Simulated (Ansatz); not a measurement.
# Relaxing a frame of liquid (Cs,Li)Cl from 1500 K (108 atoms)

Wanted: the relaxed structure of a frame of liquid (Cs,Li)Cl from 1500 K (108 atoms) and its electronic structure.

Calculated with Ansatz 0.2.0; Kohn-Sham DFT, PBE, PAW (set soft_2), plane waves.

## Step 1: Set-up

The cell holds 108 atoms: 37 Cs, 17 Li and 54 Cl. Its edges and angles: a = 18.726 Å, b = 18.726 Å, c = 18.726 Å, α = 90.0°, β = 90.0°, γ = 90.0°. 108 atoms (37 Cs, 17 Li, 54 Cl) placed at random at 2.56 g/cm³, melted at 1600 K for 10 ps at fixed volume with the Lennard-Jones and Coulomb ion parameters for SPC/E (Joung and Cheatham, J. Phys. Chem. B 112, 9020 (2008)), full charges. Snapshot at the end of a hold of 15 ps at 1500 K and zero pressure.

Limits known from the start: The network of bonds at the start is that of the classical potential that made the cell. The ion parameters were fitted for water, not for melts, so the density of this cell may lie well off the real melt's. Only the Γ point is sampled, in a cell whose shortest periodic width is 19 Å. The levels lack spin–orbit coupling, which is large for the heavy elements here.

## Step 2: Single point at the start

The forces at the start show how far the geometry lies from a minimum of this functional.

input.yaml reads:

```yaml
crystal:
  lattice:
    - [18.7257, 0.0, 0.0]
    - [0.0, 18.7257, 0.0]
    - [0.0, 0.0, 18.7257]
  atoms:
    - { symbol: Cs, position: [0.90441, 0.57561, 0.12921] }
    - { symbol: Cs, position: [0.81187, 0.90705, 0.1142] }
    - { symbol: Cs, position: [0.07897, 0.67687, 0.59708] }
    - { symbol: Cs, position: [0.00478, 0.71187, 0.99912] }
    - { symbol: Cs, position: [0.26723, 0.36382, 0.45803] }
    - { symbol: Cs, position: [0.22583, 0.6955, 0.79708] }
    - { symbol: Cs, position: [0.04812, 0.96892, 0.38233] }
    - { symbol: Cs, position: [0.02632, 0.82655, 0.18118] }
    - { symbol: Cs, position: [0.82494, 0.68512, 0.38336] }
    - { symbol: Cs, position: [0.03076, 0.92794, 0.85479] }
    - { symbol: Cs, position: [0.98752, 0.08239, 0.11514] }
    - { symbol: Cs, position: [0.18555, 0.43341, 0.22705] }
    - { symbol: Cs, position: [0.79208, 0.06127, 0.78078] }
    - { symbol: Cs, position: [0.21984, 0.05328, 0.76372] }
    - { symbol: Cs, position: [0.56818, 0.82302, 0.80957] }
    - { symbol: Cs, position: [0.23461, 0.9411, 0.96364] }
    - { symbol: Cs, position: [0.2645, 0.73012, 0.17124] }
    - { symbol: Cs, position: [0.67476, 0.79356, 0.49423] }
    - { symbol: Cs, position: [0.55408, 0.69194, 0.35706] }
    - { symbol: Cs, position: [0.51548, 0.97594, 0.604] }
    - { symbol: Cs, position: [0.66547, 0.33272, 0.86156] }
    - { symbol: Cs, position: [0.31669, 0.47812, 0.95027] }
    - { symbol: Cs, position: [0.67489, 0.45729, 0.1322] }
    - { symbol: Cs, position: [0.22367, 0.87348, 0.63492] }
    - { symbol: Cs, position: [0.90891, 0.44287, 0.59418] }
    - { symbol: Cs, position: [0.3488, 0.05227, 0.41223] }
    - { symbol: Cs, position: [0.02047, 0.36349, 0.73484] }
    - { symbol: Cs, position: [0.92445, 0.63232, 0.75088] }
    - { symbol: Cs, position: [0.44423, 0.69097, 0.97533] }
    - { symbol: Cs, position: [0.92946, 0.3571, 0.02175] }
    - { symbol: Cs, position: [0.67508, 0.2086, 0.16482] }
    - { symbol: Cs, position: [0.68659, 0.47365, 0.59618] }
    - { symbol: Cs, position: [0.50173, 0.69728, 0.62915] }
    - { symbol: Cs, position: [0.13955, 0.75248, 0.39023] }
    - { symbol: Cs, position: [0.55089, 0.87957, 0.30559] }
    - { symbol: Cs, position: [0.88776, 0.3202, 0.31184] }
    - { symbol: Cs, position: [0.71822, 0.57893, 0.7746] }
    - { symbol: Li, position: [0.84534, 0.89608, 0.32171] }
    - { symbol: Li, position: [0.42157, 0.92045, 0.07674] }
    - { symbol: Li, position: [0.38637, 0.29605, 0.23844] }
    - { symbol: Li, position: [0.1008, 0.41869, 0.00444] }
    - { symbol: Li, position: [0.21134, 0.1243, 0.17387] }
    - { symbol: Li, position: [0.43582, 0.07297, 0.15144] }
    - { symbol: Li, position: [0.93314, 0.14619, 0.67174] }
    - { symbol: Li, position: [0.38912, 0.17519, 0.05498] }
    - { symbol: Li, position: [0.34908, 0.15648, 0.61385] }
    - { symbol: Li, position: [0.76169, 0.77479, 0.93276] }
    - { symbol: Li, position: [0.27358, 0.29266, 0.04684] }
    - { symbol: Li, position: [0.16154, 0.20476, 0.32016] }
    - { symbol: Li, position: [0.9277, 0.88796, 0.56348] }
    - { symbol: Li, position: [0.51189, 0.3351, 0.06279] }
    - { symbol: Li, position: [0.1395, 0.2249, 0.90551] }
    - { symbol: Li, position: [0.35475, 0.24461, 0.81844] }
    - { symbol: Li, position: [0.31656, 0.93954, 0.22354] }
    - { symbol: Cl, position: [0.32761, 0.02392, 0.58402] }
    - { symbol: Cl, position: [0.9295, 0.015, 0.62819] }
    - { symbol: Cl, position: [0.01982, 0.51746, 0.02025] }
    - { symbol: Cl, position: [0.76878, 0.74405, 0.82018] }
    - { symbol: Cl, position: [0.89121, 0.88106, 0.44792] }
    - { symbol: Cl, position: [0.22852, 0.25378, 0.23434] }
    - { symbol: Cl, position: [0.12107, 0.67329, 0.23949] }
    - { symbol: Cl, position: [0.62341, 0.36335, 0.01773] }
    - { symbol: Cl, position: [0.54013, 0.13304, 0.10683] }
    - { symbol: Cl, position: [0.75246, 0.90338, 0.95307] }
    - { symbol: Cl, position: [0.8364, 0.4187, 0.18618] }
    - { symbol: Cl, position: [0.38733, 0.29132, 0.105] }
    - { symbol: Cl, position: [0.8617, 0.17088, 0.18194] }
    - { symbol: Cl, position: [0.34326, 0.32603, 0.92934] }
    - { symbol: Cl, position: [0.22292, 0.26725, 0.78914] }
    - { symbol: Cl, position: [0.6298, 0.62335, 0.51889] }
    - { symbol: Cl, position: [0.87923, 0.78122, 0.25426] }
    - { symbol: Cl, position: [0.07816, 0.11445, 0.85383] }
    - { symbol: Cl, position: [0.85291, 0.45959, 0.42976] }
    - { symbol: Cl, position: [0.61212, 0.85906, 0.65484] }
    - { symbol: Cl, position: [0.6105, 0.4511, 0.72567] }
    - { symbol: Cl, position: [0.22938, 0.89608, 0.3122] }
    - { symbol: Cl, position: [0.20112, 0.19496, 0.03732] }
    - { symbol: Cl, position: [0.37068, 0.16041, 0.73591] }
    [... 24 atom lines left out ...]
    - { symbol: Cl, position: [0.31678, 0.0747, 0.22764] }
    - { symbol: Cl, position: [0.36127, 0.02692, 0.02122] }
    - { symbol: Cl, position: [0.04416, 0.73225, 0.79971] }
    - { symbol: Cl, position: [0.57077, 0.6629, 0.85445] }
    - { symbol: Cl, position: [0.56228, 0.31565, 0.20035] }
    - { symbol: Cl, position: [0.91614, 0.70777, 0.60448] }
kpoints:
  mp_grid: { grid: [1, 1, 1] }
hamiltonian:
  xc: pbe
scf:
  occupations: { method: fixed }
output:
  forces: true
  stress: true
  populations: true
  dos:
    method: { smearing: { sigma: 0.08 } }
    de: 0.1
    projected: { site_lists: { Cl: [Cl], Cs: [Cs], Li: [Li] } }
  eigenvalues: true
```

The run is started by

```sh
ansatz run input.yaml --threads 8 --pin off --max-ram 15872MiB --backend cpu --events-out ev --progress --plain --runs-dir out
```

Numbers of over 12 decimals in the logs are rounded to 6 here.

Log:

```text
Engine: ansatz 0.2.0, aarch64-unknown-linux-gnu
Pseudopotentials: kind: paw
Pseudopotential: Cs, paw, valence charge 9, recommended cutoff 420 eV (normal), Cs.paw.azcp
Pseudopotential: Li, paw, valence charge 3, recommended cutoff 420 eV (normal), Li.paw.azcp
Pseudopotential: Cl, paw, valence charge 7, recommended cutoff 420 eV (normal), Cl.paw.azcp
Functional definition: PBE
  parameter kappa = 0.804
  parameter beta = 0.066725
  exchange = pbe_x(kappa = kappa, mu = beta*pi^2/3)
  correlation = pbe_c(beta = beta)
Crystal: 108 atoms, lattice volume = 6566.201 Å³
Basis set: ecut = 420 eV, 128395 PW (Γ), exchange–correlation on 256×256×256 points (8 copies of the dense FFT grid, shifted against one another)
Bands: 489, of which v1, the nominal top of the filled ones, is band 381 counted from 1 (380 counted from 0)
Symmetry: 1 space group operations
Space group: P1 (ITA 1), of the structure as read, at distance tolerance 1.9e-4 Å
k-points: 1
Non-local potential: Cs, projectors of the file, l = 0: 3, l = 1: 2, l = 2: 2, l = 3: 2
Non-local potential: Li, projectors of the file, l = 0: 3, l = 1: 2, l = 2: 1
Non-local potential: Cl, projectors of the file, l = 0: 2, l = 1: 2, l = 2: 2
PAW form: soft (Blöchl's): semilocal exchange-correlation on the pseudo side does not see the compensation charge
PAW one-centre angular grid: Cs, 194 points (default); XC on 64 Gauss nodes
PAW one-centre angular grid: Li, 110 points (default); XC on 64 Gauss nodes
PAW one-centre angular grid: Cl, 110 points (default); XC on 64 Gauss nodes
Initial density: superposition of atomic densities (neutral atoms: chi_scale 0, normalization atom), corrected by the library's trained network
Initial wavefunctions: pseudopotential atomic-orbital guess
Functional: x = pbe(κ = 0.804, μ = 0.219515), c = pbe(β = 0.066725)
SCF iter   1: F=—  HF=-271769.158222 eV  |F-HF|=—  |Δ(HF+E_count)|=         —  Δρ=1.04e-3  dr2=3.40e-1  ethr=1.77e-3  ⟨swp⟩=6.0  Hψ=1566  notcnv=0  defer=104
preconditioner: auto → Resta (q_TF=auto, 1.905 Å⁻¹)  ε∞=2.3  [insulator: Δε(μ)=2.757 eV  Ē_g=10.438 eV  n_scr=750 (ndim 8)  ℏωp=11.7 eV  f_vac=0.392  ε∞_Penn≈2.3  vacuum switching on, ρ_ref=7.9e-3 e/Å³]
SCF iter   2: F=—  HF=-271769.087969 eV  |F-HF|=—  |Δ(HF+E_count)|=   7.03e-2  Δρ=4.65e-4  dr2=5.09e-2  ethr=4.46e-5  ⟨swp⟩=3.0  Hψ=894  notcnv=0  defer=106
SCF iter   3: F=—  HF=-271769.076902 eV  |F-HF|=—  |Δ(HF+E_count)|=   1.11e-2  Δρ=1.85e-4  dr2=5.52e-3  ethr=6.68e-6  ⟨swp⟩=3.0  Hψ=755  notcnv=0  defer=106
SCF iter   4: F=—  HF=-271769.076588 eV  |F-HF|=—  |Δ(HF+E_count)|=   3.14e-4  Δρ=5.93e-5  dr2=2.92e-4  ethr=7.24e-7  ⟨swp⟩=2.0  Hψ=672  notcnv=0  defer=106
SCF iter   5: F=—  HF=-271769.076632 eV  |F-HF|=—  |Δ(HF+E_count)|=   4.42e-5  Δρ=1.62e-5  dr2=1.99e-5  ethr=3.84e-8  ⟨swp⟩=2.0  Hψ=711  notcnv=0  defer=106
SCF iter   6: F=—  HF=-271769.072675 eV  |F-HF|=—  |Δ(HF+E_count)|=   3.96e-3  Δρ=3.67e-6  dr2=1.11e-6  ethr=2.61e-9  ⟨swp⟩=2.0  Hψ=870  notcnv=0  defer=106
SCF iter   7: F=-271769.072675 eV  HF=-271769.072675 eV  |F-HF|=4.23e-8  |Δ(HF+E_count)|=   4.47e-7  Δρ=9.19e-7  dr2=5.83e-8  ethr=1.31e-11  ⟨swp⟩=25.0  Hψ=4159  notcnv=0
SCF 1 converged in 7 iterations: F = -271769.072675 eV  dr2 = 5.83e-8
  greatest PAW one-centre occupation: 1.000 electrons in one spin orbital (limit 2), on the Li atom at site 46 (counted from 0), in its partial waves of l = 0
SCF converged after 7 iterations
Free energy (F): -271769.072675 eV
Harris-Foulkes:  -271769.072675 eV  (|F-HF|=4.23e-8)
Internal energy: -271769.072675 eV  (E = F + TS)
E sigma→0 (E₀):  -271769.072675 eV
Fermi energy:    -0.471607 eV
--- Per-component energies (eV) ---
  E_band       = -7112.651457
  E_kinetic    = 14354.965732
  E_local      = -53721.465934  (includes V_loc(G=0)·N_el)
  E_nonlocal   = 2085.350766
  E_hartree    = 21262.936148
  E_xc         = -12449.504320
  E_vxc        = -11542.354489  (∫ρ·V_xc dr)
  E_paw        = -223428.225590  (= ΣΔE_a)
  E_vpaw       = -815.016022  (= ΣTr[D̂ρ^β])
  E_aug_tail   = 0.005025  (compensation charges beyond the density's cutoff)
  E_ewald      = -19873.134502
  E_smearing   = -0.000000  (= −TS)
  E_closure    = 0.000000  (closes the sum)
  Σ components = -271769.072675   (vs F -271769.072675, Δ=0.00e0)
--- Forces (eV/Å), atoms counted from 1 ---
  atom   1  Cs     0.05883669    -0.23030451     0.77042409
  atom   2  Cs    -0.34879282    -0.13738071     0.09066429
  atom   3  Cs     0.02862148     0.15317179     0.16306771
  atom   4  Cs    -0.41811050    -1.18417917    -0.61963825
  atom   5  Cs    -0.31808643    -0.42602688     0.36850811
  atom   6  Cs    -0.16008280     0.13512730     0.48777061
  atom   7  Cs     0.11440063     0.25512503    -0.03820864
  atom   8  Cs     0.49993891     0.16667846     0.12281235
  atom   9  Cs     0.07022553    -0.18102407     0.25302512
  atom  10  Cs     0.06321093    -0.23130174    -0.12540077
  atom  11  Cs     0.30984754     0.31594896     0.02101926
  atom  12  Cs     0.11481219    -0.13577019     0.55363866
  atom  13  Cs    -0.14861782    -0.48909679     0.06038320
  atom  14  Cs     0.26521358     0.59516796    -0.20054868
[...]
atom 107  Cl    -0.72445332     0.76939561    -0.17330787
  atom 108  Cl    -0.25960773     0.47637024    -0.70118142
  max |Σ_I F_I| component: 9.47e-5 eV/Å
--- Stress (GPa, compression-positive) ---
        0.126762       0.038778       0.010611
        0.038778      -0.058211       0.001402
        0.010611       0.001402       0.190908
  P = ⅓ Tr σ = 0.0865 GPa (0.865 kbar)
--- Band table (eV) ---
  k-point 0: bands = ["-48.1421", "-47.2184", "-46.8276", "-46.7542", [... 473 levels ...], "4.9750", "4.9974", "5.0087", "5.0221", "5.0361", "5.0581", "5.0667", "5.0712", "5.0923", "5.1112", "5.1291", "5.1386"]
--- Löwdin populations: 108 sites ---
  site symbol       q [e]
     0     Cs      8.1374
     1     Cs      8.1137
     2     Cs      8.1385
[...]
107     Cl      7.7541
  spilling = 0.005721 (of n_electrons = 762.000000)
```

Wall time 65 s (8 threads of Arm Neoverse V2, shared host); peak memory 8 GiB.

Numbers from this run:

- free energy: -271769.0727 eV
- free energy per atom: -2516.3803 eV/atom
- SCF cycles: 7
- pressure: 0.08649 GPa
- r.m.s. force component: 0.4528 eV/Å
- longest force: 1.663 eV/Å
- Fermi energy: -0.4716 eV
- gap (highest filled to lowest empty level): 2.454 eV
- spilling of the projection: 0.005721

The r.m.s. force component of 0.45 eV/Å and the pressure of 0.086 GPa set the starting point.

Length of the force by element:

| element | coordination | atoms | mean length of the force (eV/Å) | spread | least | most |
| --- | --- | --- | --- | --- | --- | --- |
| Cl | all | 54 | 0.698 | 0.421 | 0.107 | 1.66 |
| Cs | all | 37 | 0.724 | 0.377 | 0.127 | 1.54 |
| Li | all | 17 | 0.531 | 0.253 | 0.164 | 1.08 |

[end of part 1 of 3]

[Logs are printed without paths, hosts, clocks, repeated set-up lines and the standing remarks that a program may print on its own settings, such as how far it seeks lower states.]

[Hosts, paths, dates, database ids (printed as entryN), source tags and the programs' standing remarks are cut or masked in the printed files.]
